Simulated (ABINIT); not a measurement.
# Beyond one shot: GaP (F-43m)

How far does self-consistency move the gap of GaP (F-43m)?

Method: PBE and many-body steps on it, plane waves, in ABINIT 10.8.3.

**What was measured.**

- Gap 2.25 ± 0.04 eV: optical gap from Tauc plot (fundamental, indirect); spectroscopic ellipsometry, Tauc-Lorentz fit and Tauc plot; 300 K; film (GaP layer on Si reference sample) on Si (“Assessment of GaPSb/Si tandem material association properties for photoelectrochemical cells”, 2020, arxiv:2002.02774).

Report form: the programs' logs are mostly left out.

## 1. The structure

Symmetry: F-43m, No. 216, cubic system. Conventional cell: a = 5.450 Å, b = 5.450 Å, c = 5.450 Å, α = 90.00°, β = 90.00°, γ = 90.00°. Ga has 4 P at 2.36 Å nearest. P has 4 Ga at 2.36 Å nearest. Farther neighbours are not listed.

The cell and positions come from the Crystallography Open Database and are kept as given unless a step says otherwise.

## 2. Empty states on the mesh, 4×4×4 mesh, 320 bands

This step: ABINIT 10.8.3; DFT, PBE, plane waves, norm-conserving pseudopotentials.

The sums over transitions need many empty states on a uniform mesh; this step solves for them.

Contents of run.abi:

```
acell 3*1.0 Angstrom
rprim 
  0.000000000000 2.725250000000 2.725250000000
  2.725250000000 0.000000000000 2.725250000000
  2.725250000000 2.725250000000 0.000000000000
ntypat 2
znucl 31 15
natom 2
typat 1 2
xred 
  0.000000000000 0.000000000000 0.000000000000
  0.250000000000 0.250000000000 0.250000000000
pp_dirpath "pseudos"
pseudos "Ga.upf, P.upf"
ecut 45
ngkpt 4 4 4
nshiftk 1
shiftk 0 0 0
kptopt 1
chksymbreak 0
irdden 1
istwfk *1
nband 320
prtvol 0
optdriver 6
gwr_task "HDIAGO"
paral_kgb 0
occopt 1
indata_prefix "in"
outdata_prefix "out"
tmpdata_prefix "tmp"
```

Run with:

```sh
OMP_NUM_THREADS=1 mpirun -n 8 abinit run.abi > log
```

Wall time 56 s (8 MPI ranks of Arm Neoverse V1, shared host); peak memory 7.1 GiB; 7.4 min of CPU time.

Numbers from this step:

* gap: 1.652 eV
* k of the valence top: 0, 0, 0
* k of the conduction bottom: 0.5, 0.5, 0
* least direct gap: 1.809 eV
* k points computed: 8
* lowest point of the top converged band, above the valence top: 205.1126 eV

On this mesh the gap is 1.652 eV.

The density comes from a self-consistent run that is not shown.

## 3. Screening, 4×4×4 mesh, 312 bands, screening to 359.2 eV

The RPA dielectric matrix is built and inverted for each q.

This step: RPA screening on PBE, plane waves, norm-conserving pseudopotentials.

Changes to run.abi since step 2:

```diff
@@ -20,10 +20,11 @@
 chksymbreak 0
-irdden 1
 istwfk *1
-nband 320
-prtvol 0
-optdriver 6
-gwr_task "HDIAGO"
-paral_kgb 0
 occopt 1
+irdwfk 1
+optdriver 3
+nband 312
+ecuteps 13.2
+inclvkb 2
+awtr 1
+symchi 1
 indata_prefix "in"
```

Elapsed: 3.3 min, on 8 MPI ranks; peak memory 3.4 GiB.

Numbers from this step:

- ε∞ with local fields, on this mesh, along the program's q direction: 18.16
- the same without local fields: 19.73
- plasma frequency: 29.76 eV
- plane waves in the screening matrix: 609

Local fields lower ε∞ by 8 %. On a Γ-centred mesh this coarse the value itself is usually too large, while a short band sum pulls it down.

## 4. G0W0

The self-energy is evaluated for the states that the input lists, and the levels follow from it, in one-shot runs by the linearised quasiparticle equation.

This step: G0W0 on PBE, plane waves, norm-conserving pseudopotentials.

Changes to run.abi since step 3:

```diff
@@ -23,8 +23,19 @@
 irdwfk 1
-optdriver 3
+optdriver 4
 nband 312
+gwcalctyp 0
+ecutsigx 45
+symsigma 1
+nkptgw 3
+kptgw 
+  0.0000000000 0.0000000000 0.0000000000
+  0.5000000000 0.5000000000 0.0000000000
+  0.5000000000 0.0000000000 0.0000000000
+bdgw 
+  11 17
+  12 15
+  12 16
 ecuteps 13.2
-inclvkb 2
-awtr 1
-symchi 1
+irdscr 1
+ppmodel 1
 indata_prefix "in"
```

Elapsed: 2 min, on 8 MPI ranks; peak memory 4.2 GiB; 16 min of CPU time.

Numbers from this step:

```
G0W0 gap on the points computed              : 2.304 eV
starting gap on the mesh                     : 1.652 eV
k of the valence top                         : 0, 0, 0
k of the conduction bottom                   : 0.5, 0.5, 0
Z at the valence top                         : 0.783
Z at the conduction bottom                   : 0.809
least direct G0W0 gap on the computed points : 2.635 eV
```

The gap on the mesh goes from 1.65 eV to 2.30 eV, a correction of +0.65 eV.

## 5. evGW0, cycle 1

This step: evGW0 on PBE, plane waves, norm-conserving pseudopotentials.

Changes to run.abi since step 4:

```diff
@@ -25,14 +25,24 @@
 nband 312
-gwcalctyp 0
+gwcalctyp 10
 ecutsigx 45
 symsigma 1
-nkptgw 3
+nkptgw 8
 kptgw 
   0.0000000000 0.0000000000 0.0000000000
+  0.2500000000 0.0000000000 0.0000000000
+  0.5000000000 0.0000000000 0.0000000000
+  0.2500000000 0.2500000000 0.0000000000
+  0.5000000000 0.2500000000 0.0000000000
+  -0.2500000000 0.2500000000 0.0000000000
   0.5000000000 0.5000000000 0.0000000000
-  0.5000000000 0.0000000000 0.0000000000
+  -0.2500000000 0.5000000000 0.2500000000
 bdgw 
   11 17
-  12 15
-  12 16
+  11 17
+  11 17
+  11 17
+  11 17
+  11 17
+  11 17
+  11 17
 ecuteps 13.2
```

It took 13 min on 8 MPI ranks; peak memory 4.7 GiB; 1.7 h of CPU time.

This step gave:

| Item | Value |
| --- | --- |
| quasiparticle gap on the mesh | 2.491 eV |
| gap of the density functional on the mesh | 1.652 eV |
| k of the valence top | 0, 0, 0 |
| k of the conduction bottom | 0.5, 0.5, 0 |
| Z at the valence top | 0.783 |
| Z at the conduction bottom | 0.809 |
| least direct quasiparticle gap on the computed points | 2.864 eV |

Against G0W0 in ABINIT (4×4×4 mesh, 312 bands, screening to 359.2 eV, Godby-Needs plasmon pole), the gap moves by +0.187 eV. This first cycle still uses the starting levels; it takes the full correction, at all points of the mesh, and its linearised value is 2.304 eV.

## 6. evGW0, cycle 2

The corrected levels of the last cycle go back in.

Changes to run.abi since step 5:

```diff
@@ -50,2 +50,3 @@
 ppmodel 1
+irdqps 1
 indata_prefix "in"
```

Run time: 13 min. Hardware: 8 MPI ranks; peak memory 4.7 GiB; 1.7 h of CPU time.

Numbers from this step:

| Property | Result |
| --- | --- |
| quasiparticle gap on the mesh | 2.389 eV |
| gap of the density functional on the mesh | 1.652 eV |
| k of the valence top | 0, 0, 0 |
| k of the conduction bottom | 0.5, 0.5, 0 |
| least direct quasiparticle gap on the computed points | 2.724 eV |

Against the cycle before, the gap moves by −0.102 eV.

## 7. evGW0, cycle 3

run.abi is that of step 6.

Wall time 13 min (8 MPI ranks); peak memory 4.6 GiB; 1.7 h of CPU time.

Numbers from this step:

* quasiparticle gap on the mesh: 2.402 eV
* gap of the density functional on the mesh: 1.652 eV
* k of the valence top: 0, 0, 0
* k of the conduction bottom: 0.5, 0.5, 0
* least direct quasiparticle gap on the computed points: 2.743 eV

Against the cycle before, the gap moves by +0.013 eV.

## 8. evGW0, cycle 4

run.abi is that of step 7.

Wall time 13 min (8 MPI ranks); peak memory 4.7 GiB; 1.7 h of CPU time.

Numbers from this step:

```
quasiparticle gap on the mesh                         : 2.401 eV
gap of the density functional on the mesh             : 1.652 eV
k of the valence top                                  : 0, 0, 0
k of the conduction bottom                            : 0.5, 0.5, 0
least direct quasiparticle gap on the computed points : 2.741 eV
```

Against the cycle before, the gap moves by −0.001 eV.

## 9. Screening, 4×4×4 mesh, 312 bands, screening to 359.2 eV

This step: RPA screening on PBE, plane waves, norm-conserving pseudopotentials.

Contents of run.abi:

```
acell 3*1.0 Angstrom
rprim 
  0.000000000000 2.725250000000 2.725250000000
  2.725250000000 0.000000000000 2.725250000000
  2.725250000000 2.725250000000 0.000000000000
ntypat 2
znucl 31 15
natom 2
typat 1 2
xred 
  0.000000000000 0.000000000000 0.000000000000
  0.250000000000 0.250000000000 0.250000000000
pp_dirpath "pseudos"
pseudos "Ga.upf, P.upf"
ecut 45
ngkpt 4 4 4
nshiftk 1
shiftk 0 0 0
kptopt 1
chksymbreak 0
istwfk *1
occopt 1
irdwfk 1
optdriver 3
nband 312
ecuteps 13.2
inclvkb 2
awtr 1
symchi 1
gwcalctyp 10
mbpt_sciss 0.920 eV
nqptdm 1
qptdm 
  0 0 0
indata_prefix "in"
outdata_prefix "out"
tmpdata_prefix "tmp"
```

Run time: 19 s. Hardware: 8 MPI ranks; peak memory 3.3 GiB; 2.5 min of CPU time.

This step gave:

```yaml
eps_infinity_with_local_fields_on_this_mesh_along_the_program_s_q_direction: 14.48
the_same_without_local_fields: 15.61
plasma_frequency: 29.76 eV
plane_waves_in_the_screening_matrix: 609
```

This screening uses the functional's bands under a rigid shift, the mean opening of the cycle before.

## 10. Screening, 4×4×4 mesh, 312 bands, screening to 359.2 eV

This step: RPA screening on PBE from quasiparticle energies, plane waves, norm-conserving pseudopotentials.

Changes to run.abi since step 9:

```diff
@@ -29,7 +29,13 @@
 symchi 1
+irdqps 1
 gwcalctyp 10
-mbpt_sciss 0.920 eV
-nqptdm 1
+nqptdm 7
 qptdm 
-  0 0 0
+  0.2500000000 0.0000000000 0.0000000000
+  0.5000000000 0.0000000000 0.0000000000
+  0.2500000000 0.2500000000 0.0000000000
+  0.5000000000 0.2500000000 0.0000000000
+  -0.2500000000 0.2500000000 0.0000000000
+  0.5000000000 0.5000000000 0.0000000000
+  -0.2500000000 0.5000000000 0.2500000000
 indata_prefix "in"
```

Contents of mrgscr.stdin:

```
2
merged
q0_SCR
out_SCR
1
```

Run with:

```sh
OMP_NUM_THREADS=1 mpirun -n 8 abinit run.abi > log; mrgscr < mrgscr.stdin
```

It took 3.1 min on 8 MPI ranks; peak memory 3.4 GiB.

Numbers from this step:

| Item | Value |
| --- | --- |
| plasma frequency | 29.76 eV |
| plane waves in the screening matrix | 609 |

This screening reads the quasiparticle levels of the cycle before.

## 11. evGW, cycle 1

This step: evGW on PBE, plane waves, norm-conserving pseudopotentials.

Changes to run.abi since step 10:

```diff
@@ -23,12 +23,10 @@
 irdwfk 1
-optdriver 3
+optdriver 4
 nband 312
-ecuteps 13.2
-inclvkb 2
-awtr 1
-symchi 1
-irdqps 1
 gwcalctyp 10
-nqptdm 7
-qptdm 
+ecutsigx 45
+symsigma 1
+nkptgw 8
+kptgw 
+  0.0000000000 0.0000000000 0.0000000000
   0.2500000000 0.0000000000 0.0000000000
@@ -40,2 +38,15 @@
   -0.2500000000 0.5000000000 0.2500000000
+bdgw 
+  11 17
+  11 17
+  11 17
+  11 17
+  11 17
+  11 17
+  11 17
+  11 17
+ecuteps 13.2
+irdscr 1
+ppmodel 1
+irdqps 1
 indata_prefix "in"
```

Run with:

```sh
OMP_NUM_THREADS=1 mpirun -n 8 abinit run.abi > log
```

It took 13 min on 8 MPI ranks; peak memory 4.7 GiB; 1.7 h of CPU time.

This step gave:

```yaml
quasiparticle_gap_on_the_mesh: 2.511 eV
gap_of_the_density_functional_on_the_mesh: 1.652 eV
k_of_the_valence_top: 0, 0, 0
k_of_the_conduction_bottom: 0.5, 0.5, 0
least_direct_quasiparticle_gap_on_the_computed_points: 2.851 eV
```

Against G0W0 in ABINIT (4×4×4 mesh, 312 bands, screening to 359.2 eV, Godby-Needs plasmon pole), the gap moves by +0.207 eV.

## 12. Screening, 4×4×4 mesh, 312 bands, screening to 359.2 eV

This step: RPA screening on PBE, plane waves, norm-conserving pseudopotentials.

Contents of run.abi:

```
acell 3*1.0 Angstrom
rprim 
  0.000000000000 2.725250000000 2.725250000000
  2.725250000000 0.000000000000 2.725250000000
  2.725250000000 2.725250000000 0.000000000000
ntypat 2
znucl 31 15
natom 2
typat 1 2
xred 
  0.000000000000 0.000000000000 0.000000000000
  0.250000000000 0.250000000000 0.250000000000
pp_dirpath "pseudos"
pseudos "Ga.upf, P.upf"
ecut 45
ngkpt 4 4 4
nshiftk 1
shiftk 0 0 0
kptopt 1
chksymbreak 0
istwfk *1
occopt 1
irdwfk 1
optdriver 3
nband 312
ecuteps 13.2
inclvkb 2
awtr 1
symchi 1
gwcalctyp 10
mbpt_sciss 1.052 eV
nqptdm 1
qptdm 
  0 0 0
indata_prefix "in"
outdata_prefix "out"
tmpdata_prefix "tmp"
```

Elapsed: 18 s, on 8 MPI ranks; peak memory 3 GiB.

Numbers from this step:

- ε∞ with local fields, on this mesh, along the program's q direction: 14.09
- the same without local fields: 15.17
- plasma frequency: 29.76 eV
- plane waves in the screening matrix: 609

This screening uses the functional's bands under a rigid shift, the mean opening of the cycle before.

## 13. Screening, 4×4×4 mesh, 312 bands, screening to 359.2 eV

This step: RPA screening on PBE from quasiparticle energies, plane waves, norm-conserving pseudopotentials.

Changes to run.abi since step 12:

```diff
@@ -29,7 +29,13 @@
 symchi 1
+irdqps 1
 gwcalctyp 10
-mbpt_sciss 1.052 eV
-nqptdm 1
+nqptdm 7
 qptdm 
-  0 0 0
+  0.2500000000 0.0000000000 0.0000000000
+  0.5000000000 0.0000000000 0.0000000000
+  0.2500000000 0.2500000000 0.0000000000
+  0.5000000000 0.2500000000 0.0000000000
+  -0.2500000000 0.2500000000 0.0000000000
+  0.5000000000 0.5000000000 0.0000000000
+  -0.2500000000 0.5000000000 0.2500000000
 indata_prefix "in"
```

mrgscr.stdin is that of step 10.

Run with:

```sh
OMP_NUM_THREADS=1 mpirun -n 8 abinit run.abi > log; mrgscr < mrgscr.stdin
```

Elapsed: 2.9 min, on 8 MPI ranks; peak memory 3.4 GiB.

This step gave:

```
plasma frequency                    : 29.76 eV
plane waves in the screening matrix : 609
```

This screening reads the quasiparticle levels of the cycle before.

## 14. evGW, cycle 2

This step: evGW on PBE, plane waves, norm-conserving pseudopotentials.

Changes to run.abi since step 13:

```diff
@@ -23,12 +23,10 @@
 irdwfk 1
-optdriver 3
+optdriver 4
 nband 312
-ecuteps 13.2
-inclvkb 2
-awtr 1
-symchi 1
-irdqps 1
 gwcalctyp 10
-nqptdm 7
-qptdm 
+ecutsigx 45
+symsigma 1
+nkptgw 8
+kptgw 
+  0.0000000000 0.0000000000 0.0000000000
   0.2500000000 0.0000000000 0.0000000000
@@ -40,2 +38,15 @@
   -0.2500000000 0.5000000000 0.2500000000
+bdgw 
+  11 17
+  11 17
+  11 17
+  11 17
+  11 17
+  11 17
+  11 17
+  11 17
+ecuteps 13.2
+irdscr 1
+ppmodel 1
+irdqps 1
 indata_prefix "in"
```

Run with:

```sh
OMP_NUM_THREADS=1 mpirun -n 8 abinit run.abi > log
```

The job ended after 12 min (8 MPI ranks; peak memory 4.7 GiB; 1.7 h of CPU time).

Numbers from this step:

```yaml
quasiparticle_gap_on_the_mesh: 2.518 eV
gap_of_the_density_functional_on_the_mesh: 1.652 eV
k_of_the_valence_top: 0, 0, 0
k_of_the_conduction_bottom: 0.5, 0.5, 0
least_direct_quasiparticle_gap_on_the_computed_points: 2.856 eV
```

Against the cycle before, the gap moves by +0.007 eV.

## 15. The runs together

Times are wall times on 8 MPI ranks of Arm Neoverse V1, shared host, good to a factor of about two. A run's time includes the screening step that it read.

```
           run   mesh  bands  screening cutoff (eV)  DFT gap (eV)  gap on the mesh (eV)  direct (eV)  ε∞ used     time
          G0W0  4×4×4    312                  359.2         1.652                 2.304        2.635    18.16  5.4 min
evGW0, cycle 1  4×4×4    312                  359.2         1.652                 2.491        2.864    18.16   16 min
evGW0, cycle 2  4×4×4    312                  359.2         1.652                 2.389        2.724    18.16   16 min
evGW0, cycle 3  4×4×4    312                  359.2         1.652                 2.402        2.743    18.16   16 min
evGW0, cycle 4  4×4×4    312                  359.2         1.652                 2.401        2.741    18.16   16 min
 evGW, cycle 1  4×4×4    312                  359.2         1.652                 2.511        2.851    14.48   16 min
 evGW, cycle 2  4×4×4    312                  359.2         1.652                 2.518        2.856    14.09   16 min
```

## 16. Results

```
G0W0           : 2.304 eV
evGW0, cycle 1 : 2.491 eV
evGW0, cycle 2 : 2.389 eV
evGW0, cycle 3 : 2.402 eV
evGW0, cycle 4 : 2.401 eV
evGW, cycle 1  : 2.511 eV
evGW, cycle 2  : 2.518 eV
known limits   : not at the basis limit; no spin-orbit coupling; coarse k mesh
```

In words: Only the bands that the input lists are updated; the others, empty or deep, keep the functional's energies or take a rigid shift. The evGW loop starts from the last levels of evGW0, so its cycles and time come on top of those. evGW0 ends at 2.40 eV, +0.10 eV from G0W0, after 4 cycles that took 51 min beside the first screening; the last moved the gap by 0.001 eV. evGW ends at 2.52 eV, +0.21 eV from G0W0, after 2 cycles that took 32 min beside the first screening; the last moved the gap by 0.007 eV. The first cycle of evGW0 takes the full correction, without the factor Z, so it overshoots the one-shot value. Against experiment, by evGW, cycle 2: the gap of 2.52 eV lies +0.27 eV from the measured 2.25 ± 0.04 eV (indirect, 300 K, on Si, 2020). These are gaps on the mesh, at modest bands and cutoff. The calculation has static nuclei and no excitons; a measured gap holds zero-point and thermal motion, which mostly lowers it. Bands and cutoff are finite, so the gap is not at the basis limit. The miss can reach some tenths of an eV and take either sign; the mesh is an error of its own. A denser mesh or path gives a starting gap of 1.59 eV: the GW mesh misses a band edge, so its gaps are not the fundamental one. The 4×4×4 mesh is coarse for this cell, which bears on the long-range parts of exchange and screening. In the updated screening the q = 0 part is built from Kohn-Sham bands under a rigid shift, the other q from the quasiparticle levels. The many-body steps are scalar-relativistic: spin-orbit coupling is not in them.

[Paths, hosts, dates, memory and timing lines, banners, echoed tables and standing remarks are left out of the program output.]

[Logs are printed without paths, hosts, clocks, repeated set-up lines and the standing remarks that a program may print on its own settings, such as how far it seeks lower states.]

[Runs of the session that timed out or met a known fault of the program may be left out.]

[Hosts, paths, dates, database ids (printed as entryN), source tags and the programs' standing remarks are cut or masked in the printed files.]

[G0W0 gaps are taken among the corrected bands and points alone; a level outside them can change the order at an edge.]

[Where Ansatz stands beside ABINIT at settings called matched, ABINIT's density can come from a denser mesh and the files from another edition; pairs whose starting gaps differed by over 0.03 eV were left out, so agreement reads better than it is.]
